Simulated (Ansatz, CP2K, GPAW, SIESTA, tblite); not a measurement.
## Running (10,0) carbon nanotube (120 atoms) with CP2K

Wanted: CP2K inputs and outputs for (10,0) carbon nanotube (120 atoms), checked against a plane-wave reference.

Calculated with CP2K 2026.2; the method is named at each step.

## Step 1: The system as given

The cell holds 120 atoms: 120 C. Cell: a = 19.830 Å, b = 19.830 Å, c = 12.783 Å, α = 90.0°, β = 90.0°, γ = 90.0°. It derives from C (graphene). Graphene sheet (a = 2.46 Å) rolled into a (10,0) tube of diameter 7.83 Å, 3 periods, 12 Å of vacuum; not relaxed, displaced by a Gaussian of 0.02 Å. Then every atom was moved at random, 0.03 Å r.m.s. a Cartesian component. Vacuum lies along a and b. The structure's axis is c.

The yardstick, on the same geometry:

- method: Kohn-Sham DFT, PBE, PAW, plane waves (Ansatz 0.2.0); cutoff 420 eV, Γ point, fermi-dirac smearing of 0.05 eV; PAW set soft_2
- r.m.s. force component: 2.146 eV/Å
- longest force: 7.806 eV/Å
- gap (highest filled to lowest empty level): 0.8213 eV
- SCF cycles: 11
- time: 91 s on 4 threads of Arm Neoverse V1, shared host
- CPU time: 5.8 min

## Step 2: PBE, DZVP-MOLOPT-SR, 450/50 Ry, diagonalisation

Method: Kohn-Sham DFT, PBE, GTH-PBE pseudopotentials, Gaussian and plane waves, DZVP-MOLOPT-SR-GTH, diagonalisation.

File input.inp:

```
&GLOBAL
  PROJECT cell
  RUN_TYPE ENERGY_FORCE
  PRINT_LEVEL LOW
&END GLOBAL
&FORCE_EVAL
  METHOD QS
  &DFT
    BASIS_SET_FILE_NAME BASIS_MOLOPT
    POTENTIAL_FILE_NAME GTH_POTENTIALS
    &MGRID
      CUTOFF 450
      REL_CUTOFF 50
    &END MGRID
    &QS
      EPS_DEFAULT 1.0E-12
    &END QS
    &SCF
      SCF_GUESS ATOMIC
      EPS_SCF 5.0E-06
      MAX_SCF 200
      ADDED_MOS 54
      &DIAGONALIZATION
        ALGORITHM STANDARD
      &END DIAGONALIZATION
      &SMEAR ON
        METHOD FERMI_DIRAC
        ELECTRONIC_TEMPERATURE [K] 580
      &END SMEAR
      &MIXING
        METHOD BROYDEN_MIXING
        ALPHA 0.2
        NBROYDEN 12
        BETA 0.05
      &END MIXING
      &PRINT
        &RESTART OFF
        &END RESTART
      &END PRINT
    &END SCF
    &XC
      &XC_FUNCTIONAL PBE
      &END XC_FUNCTIONAL
    &END XC
    &PRINT
      &MULLIKEN ON
      &END MULLIKEN
      &HIRSHFELD ON
        SHAPE_FUNCTION DENSITY
      &END HIRSHFELD
      &MO ON
        EIGENVALUES T
        OCCUPATION_NUMBERS T
        MO_INDEX_RANGE 229 252
        &EACH
          QS_SCF 0
        &END EACH
        ADD_LAST NUMERIC
      &END MO
    &END PRINT
  &END DFT
  &SUBSYS
    &CELL
      A 19.83042 0.00000 0.00000
      B 0.00000 19.83042 0.00000
      C 0.00000 0.00000 12.78253
    &END CELL
    &TOPOLOGY
      COORD_FILE_NAME structure.xyz
      COORD_FILE_FORMAT XYZ
    &END TOPOLOGY
    &KIND C
      BASIS_SET DZVP-MOLOPT-SR-GTH-q4
      POTENTIAL GTH-PBE-q4
    &END KIND
  &END SUBSYS
  &PRINT
    &FORCES ON
    &END FORCES
  &END PRINT
&END FORCE_EVAL
```

File structure.xyz:

```xyz
120

C 13.75121 9.92374 1.47958
C 13.64075 11.11852 0.69294
C 13.10315 12.23973 1.40774
C 12.24191 13.02918 0.67875
C 13.66197 11.10940 3.51801
C 13.05199 12.21871 2.87978
C 11.08322 13.61279 1.39521
C 9.87991 13.84143 0.73091
C 12.20166 13.10136 3.53693
C 11.14014 13.62092 2.89333
C 8.75692 13.62469 1.42525
C 7.64284 13.09165 0.68041
C 9.87257 13.83350 3.54051
C 8.66530 13.65007 2.80819
C 6.77189 12.24588 1.41567
C 6.17559 11.10860 0.69805
C 7.60992 13.16760 3.60122
C 6.72112 12.23081 2.86418
C 5.96182 9.96340 1.44187
C 6.13216 8.67958 0.72183
C 6.18114 11.07569 3.52363
C 6.01040 9.84184 2.78301
C 6.75920 7.72534 1.43164
C 7.59743 6.73838 0.71071
C 6.24420 8.71785 3.55623
C 6.82563 7.62797 2.84143
C 8.70258 6.19205 1.38921
C 9.91362 6.00187 0.73832
C 7.62123 6.78617 3.50344
C 8.68949 6.17956 2.83580
C 11.17286 6.22536 1.43880
C 12.18976 6.78756 0.77334
C 9.90133 6.03638 3.54511
C 11.12546 6.21565 2.84002
C 13.10335 7.59604 1.41042
C 13.64650 8.72320 0.68719
C 12.24449 6.74552 3.66360
C 13.08272 7.54389 2.84360
C 13.64115 8.66153 3.58345
C 13.81883 9.90272 2.84283
C 13.81248 9.93226 5.66854
C 13.63460 11.08144 4.94313
C 13.10454 12.27860 5.67877
C 12.23874 13.10117 4.99707
C 13.53823 11.05903 7.79300
C 13.02819 12.24053 7.06899
C 11.15560 13.72206 5.68273
C 9.92572 13.89755 5.01101
C 12.19254 13.10196 7.81792
C 11.15778 13.61279 7.09136
C 8.72003 13.62429 5.68490
C 7.58652 13.13071 4.93418
C 9.90767 13.86801 7.78814
C 8.75533 13.64571 7.10504
C 6.73282 12.24667 5.69296
C 6.18848 11.16116 4.94876
[... 60 atom lines left out ...]
C 12.24370 6.72945 12.07016
C 13.09561 7.63352 11.37274
C 13.69291 8.74125 12.04587
C 13.84500 9.87674 11.37939
```

The run is started by

```
> OMP_NUM_THREADS=1 mpirun -np 4 cp2k.psmp -i input.inp > output.txt
```

The program printed:

```text
CP2K| version string:                                       CP2K version 2026.2
 CP2K| Input file name                                                 input.inp
 GLOBAL| Basis set file name                                        BASIS_MOLOPT
 GLOBAL| Potential file name                                      GTH_POTENTIALS
 GLOBAL| Run type                                                   ENERGY_FORCE
 GLOBAL| Total number of message passing processes                             4
 GLOBAL| Number of threads for this process                                    1
 TOTAL NUMBERS AND MAXIMUM NUMBERS
  Total number of            - Atomic kinds:                                   1
                             - Atoms:                                        120
                             - Shell sets:                                   120
                             - Shells:                                       600
                             - Primitive Cartesian functions:                600
                             - Cartesian basis functions:                   1680
                             - Spherical basis functions:                   1560
  Maximum angular momentum of- Orbital basis functions:                        2
                             - Local part of the GTH pseudopotential:          2
                             - Non-local part of the GTH pseudopotential:      0
 SCF PARAMETERS         Density guess:                                    ATOMIC
                        max_scf:                                             200
                        eps_scf:                                        5.00E-06
                        added MOs                                        54    0
                        Mixing method:                            BROYDEN_MIXING
                                                charge density mixing in g-space
                        Smear method:                                FERMI_DIRAC
                        Electronic temperature [K]:                        580.0
                        Electronic temperature [a.u.]:                  1.84E-03
                        Accuracy threshold:                             1.00E-10
 Extrapolation method: initial_guess
 Number of electrons:                                                        480
 Number of occupied orbitals:                                                240
 Number of molecular orbitals:                                               294
 Number of orbital functions:                                               1560
 Number of independent orbital functions:                                   1560
 SCF WAVEFUNCTION OPTIMIZATION
  Step     Update method      Time    Convergence         Total energy    Change
     1 NoMix/Diag. 0.20E+00    4.9     0.92750757      -679.2302586092 -6.79E+02
     2 Broy./Diag. 0.20E+00    6.1     0.03001429      -654.0371988755  2.52E+01
     3 Broy./Diag. 0.20E+00    6.1     0.04328428      -676.9429840553 -2.29E+01
     4 Broy./Diag. 0.20E+00    6.0     0.01907188      -686.1018349754 -9.16E+00
[...]
13 Broy./Diag. 0.20E+00    6.3     0.00000534      -682.4793112690 -7.26E-04
    14 Broy./Diag. 0.20E+00    6.3     0.00000263      -682.4796143803 -3.03E-04
  *** SCF run converged in    14 steps ***
  Electronic density on regular grids:       -480.0000000000        0.0000000000
  Core density on regular grids:              479.9999999996       -0.0000000004
  Total charge density on r-space grids:       -0.0000000004
  Total charge density g-space grids:          -0.0000000004
  Overlap energy of the core charge distribution:               4.25512e-05
  Self energy of the core charge distribution:              -1600.200951
  Core Hamiltonian energy:                                    505.212822
  Hartree energy:                                             623.134398
  Exchange-correlation energy:                               -210.625904
  Electronic entropic energy:                                  -2.16182e-05
  Fermi energy:                                                -0.082112
  Total energy:                                              -682.479614
  Total energy (extrapolated to T->0):                       -682.479604
 MO| EIGENVALUES AND OCCUPATION NUMBERS
 MO|
 MO|  Index      Eigenvalue [a.u.]        Eigenvalue [eV]             Occupation
 MO|    229              -0.163621              -4.452344               2.000000
 MO|    230              -0.162195              -4.413546               2.000000
 MO|    231              -0.155753              -4.238261               2.000000
[...]
MO|    251              -0.017905              -0.487226               0.000000
 MO|    252              -0.015789              -0.429629               0.000000
 MO| Sum:                                                             480.000000
 MO| E(Fermi):           -0.082112 a.u.         -2.234394 eV
 !-----------------------------------------------------------------------------!
                     Mulliken Population Analysis
 #  Atom  Element  Kind  Atomic population                           Net charge
       1     C        1          3.989407                              0.010593
       2     C        1          4.000469                             -0.000469
       3     C        1          4.003999                             -0.003999
[...]
119     C        1          4.005167                             -0.005167
     120     C        1          4.000204                             -0.000204
 # Total charge                            480.000000                 -0.000000
 !-----------------------------------------------------------------------------!
 !-----------------------------------------------------------------------------!
                           Hirshfeld Charges
  #Atom  Element  Kind  Ref Charge     Population                    Net charge
      1       C      1       4.000          4.000                        -0.000
      2       C      1       4.000          4.002                        -0.002
      3       C      1       4.000          4.000                         0.000
[...]
119       C      1       4.000          4.010                        -0.010
    120       C      1       4.000          4.003                        -0.003
  Total Charge                                                           -0.000
 !-----------------------------------------------------------------------------!
 ENERGY| Total FORCE_EVAL ( QS ) energy [hartree]           -682.479714
 FORCES| Atomic forces [hartree/bohr]
 FORCES|   Atom     x               y               z               |f|
 FORCES|      1  2.18597780E-02 -1.95472186E-02 -8.26544107E-02   8.77023104E-02
 FORCES|      2 -4.82683682E-03  9.93041966E-03  5.04417741E-02   5.16360743E-02
 FORCES|      3  7.92342914E-03 -2.29197120E-02  2.57400614E-02   3.53644552E-02
[...]
FORCES|    119 -2.18105752E-02 -7.71491374E-02  4.62214064E-02   9.25424713E-02
 FORCES|    120  4.96379228E-03  7.73818400E-02 -4.10352271E-02   8.77295746E-02
 FORCES| Sum    -7.02383084E-05  5.33104496E-07  2.64987974E-05
 FORCES| Total atomic force                                       7.50725677E-05
```

Elapsed: 96 s, on 4 MPI ranks of Arm Neoverse V1, shared host; peak memory 11 GiB.

Banners and routine set-up lines are dropped from the logs; longer cuts are marked.

Compared with the plane-wave run:

```
r.m.s. force component                           : 2.182 eV/Å
r.m.s. difference of force components            : 41.77 meV/Å
longest difference of force vectors              : 142 meV/Å
force difference over r.m.s. force               : 1.947 %
slope of forces against the reference's          : 1.017
correlation of force components                  : 1
gap (highest filled to lowest empty level) : 0.8192 eV
gap difference                                   : -0.0021 eV
```

Levels nearest the highest filled one (eV from it): -1.81, -1.77, -1.59, -1.54, -1.52, -1.45, -1.22, -1.12, -0.43, -0.40, -0.10, 0.00, 0.82, 0.92, 1.08, 1.27, 1.32, 1.36, 1.44, 1.50, 1.56, 2.09, 2.16, 2.21.

A closer look about C99, which bears the longest force: 10 atoms, nearest first, numbered in the order of the input, with positions taken from that point.

```
atom     x      y      z  distance (Å)  bonds  Hirshfeld charge (e)     Fx     Fy  Fz (eV/Å)
 C99  0.00   0.00   0.00          0.00      3                 -0.01  -0.26  -7.07       3.54
 C96  0.27   1.13  -0.62          1.32      3                 -0.01  -1.13   1.19      -3.47
C102  0.02  -0.15   1.41          1.42      3                  0.01  -0.39   3.88       1.90
C100  0.22  -1.30  -0.61          1.45      3                  0.00  -1.31   2.28      -4.15
 C95  0.74   2.19   0.08          2.31      3                  0.01   2.32   2.74       1.02
 C61  0.24   1.10  -2.07          2.35      3                  0.00   1.22   5.65       2.42
C101  0.21   1.15   2.12          2.42      3                  0.00  -1.42  -4.35       4.12
 C65  0.15  -1.28  -2.08          2.45      3                  0.01   1.38  -1.93       0.94
C103  0.77  -2.36   0.05          2.48      3                  0.00   1.51  -2.16       0.25
C105  0.20  -1.32   2.19          2.57      3                  0.00  -0.68   0.79      -0.64
```

Forces lie 1.9 % from the reference's, at 1.1 times its CPU time.

## Step 3: GFN1-xTB, diagonalisation

Method: GFN1-xTB tight binding (the program's own implementation), diagonalisation.

File input.inp:

```
&GLOBAL
  PROJECT cell
  RUN_TYPE ENERGY_FORCE
  PRINT_LEVEL LOW
&END GLOBAL
&FORCE_EVAL
  METHOD QS
  &DFT
    &QS
      METHOD XTB
      &XTB
        GFN_TYPE 1
        DO_EWALD T
        CHECK_ATOMIC_CHARGES F
      &END XTB
    &END QS
    &SCF
      SCF_GUESS ATOMIC
      EPS_SCF 1.0E-06
      MAX_SCF 200
      ADDED_MOS 90
      &DIAGONALIZATION
        ALGORITHM STANDARD
      &END DIAGONALIZATION
      &SMEAR ON
        METHOD FERMI_DIRAC
        ELECTRONIC_TEMPERATURE [K] 580
      &END SMEAR
      &MIXING
        METHOD BROYDEN_MIXING
        ALPHA 0.15
        NBROYDEN 8
      &END MIXING
      &PRINT
        &RESTART OFF
        &END RESTART
      &END PRINT
    &END SCF
    &PRINT
      &MULLIKEN ON
      &END MULLIKEN
    &END PRINT
  &END DFT
  &SUBSYS
    &CELL
      A 19.83042 0.00000 0.00000
      B 0.00000 19.83042 0.00000
      C 0.00000 0.00000 12.78253
    &END CELL
    &TOPOLOGY
      COORD_FILE_NAME structure.xyz
      COORD_FILE_FORMAT XYZ
    &END TOPOLOGY
  &END SUBSYS
  &PRINT
    &FORCES ON
    &END FORCES
  &END PRINT
&END FORCE_EVAL
```

structure.xyz is that of step 2.

The run is started by

```
> OMP_NUM_THREADS=1 cp2k.psmp -i input.inp > output.txt
```

The program printed:

```text
CP2K| version string:                                       CP2K version 2026.2
 CP2K| Input file name                                                 input.inp
 GLOBAL| Basis set file name                                           BASIS_SET
 GLOBAL| Potential file name                                           POTENTIAL
[... lines left out ...]
                        Smear method:                                FERMI_DIRAC
[... lines left out ...]
 Number of electrons:                                                        480
[... lines left out ...]
  Step     Update method      Time    Convergence         Total energy    Change
[... lines left out ...]
  *** SCF run converged in    31 steps ***
[... lines left out ...]
  Fermi energy:                                                -0.367689
  Total energy:                                              -254.199991
  Total energy (extrapolated to T->0):                       -254.199972
[... lines left out ...]
     119     C          1                 3.989616                      0.010384
     120     C          1                 3.996321                      0.003679
 # Total charge                         480.000000                      0.000000
 ENERGY| Total FORCE_EVAL ( QS ) energy [hartree]           -254.199991
 FORCES| Atomic forces [hartree/bohr]
 FORCES|   Atom     x               y               z               |f|
 FORCES|      1  1.76782211E-02 -1.81199137E-02 -7.65774834E-02   8.06533430E-02
 FORCES|      2 -4.65266338E-03  7.31603952E-03  4.40863795E-02   4.49308420E-02
 FORCES|      3  6.55782713E-03 -2.22246587E-02  2.76645437E-02   3.60869440E-02
[...]
FORCES|    119 -2.29235322E-02 -7.66391928E-02  4.60365810E-02   9.22952924E-02
 FORCES|    120  4.30957320E-03  7.75918140E-02 -4.25388553E-02   8.85924163E-02
 FORCES| Sum    -1.69829428E-15  2.37310172E-15  3.01841885E-15
 FORCES| Total atomic force                                       4.19841251E-15
```

Run time: 5 s. Hardware: 1 thread; peak memory 0.23 GiB.

Against the reference:

```yaml
r_m_s_force_component: 2.076 eV/Å
r_m_s_difference_of_force_components: 130.1 meV/Å
longest_difference_of_force_vectors: 446.7 meV/Å
force_difference_over_r_m_s_force: 6.064 %
slope_of_forces_against_the_reference_s: 0.9662
correlation_of_force_components: 0.9987
```

Against the first run (1.9 %), the force difference from the reference is 6.1 %, at 0.013 times the CPU time (on 1 against 4 cores) (31 SCF steps against 14); the model has changed, so this is no error of the program alone.

[end of part 1 of 4]

[Long decimals in the printed logs are rounded to 6 places.]

[Also dropped from logs without a mark: lines with file paths, logging warnings of Python, QE's lines on negative density and diagonalisation, SIESTA's first energy breakdown, zero terms and Voronoi charges.]

[Logs are printed without paths, hosts, clocks, repeated set-up lines and the standing remarks that a program may print on its own settings, such as how far it seeks lower states.]

[Hosts, paths, dates, database ids (printed as entryN), source tags and the programs' standing remarks are cut or masked in the printed files.]

[Most failed runs of this program on this cell are left out, timed-out ones always.]
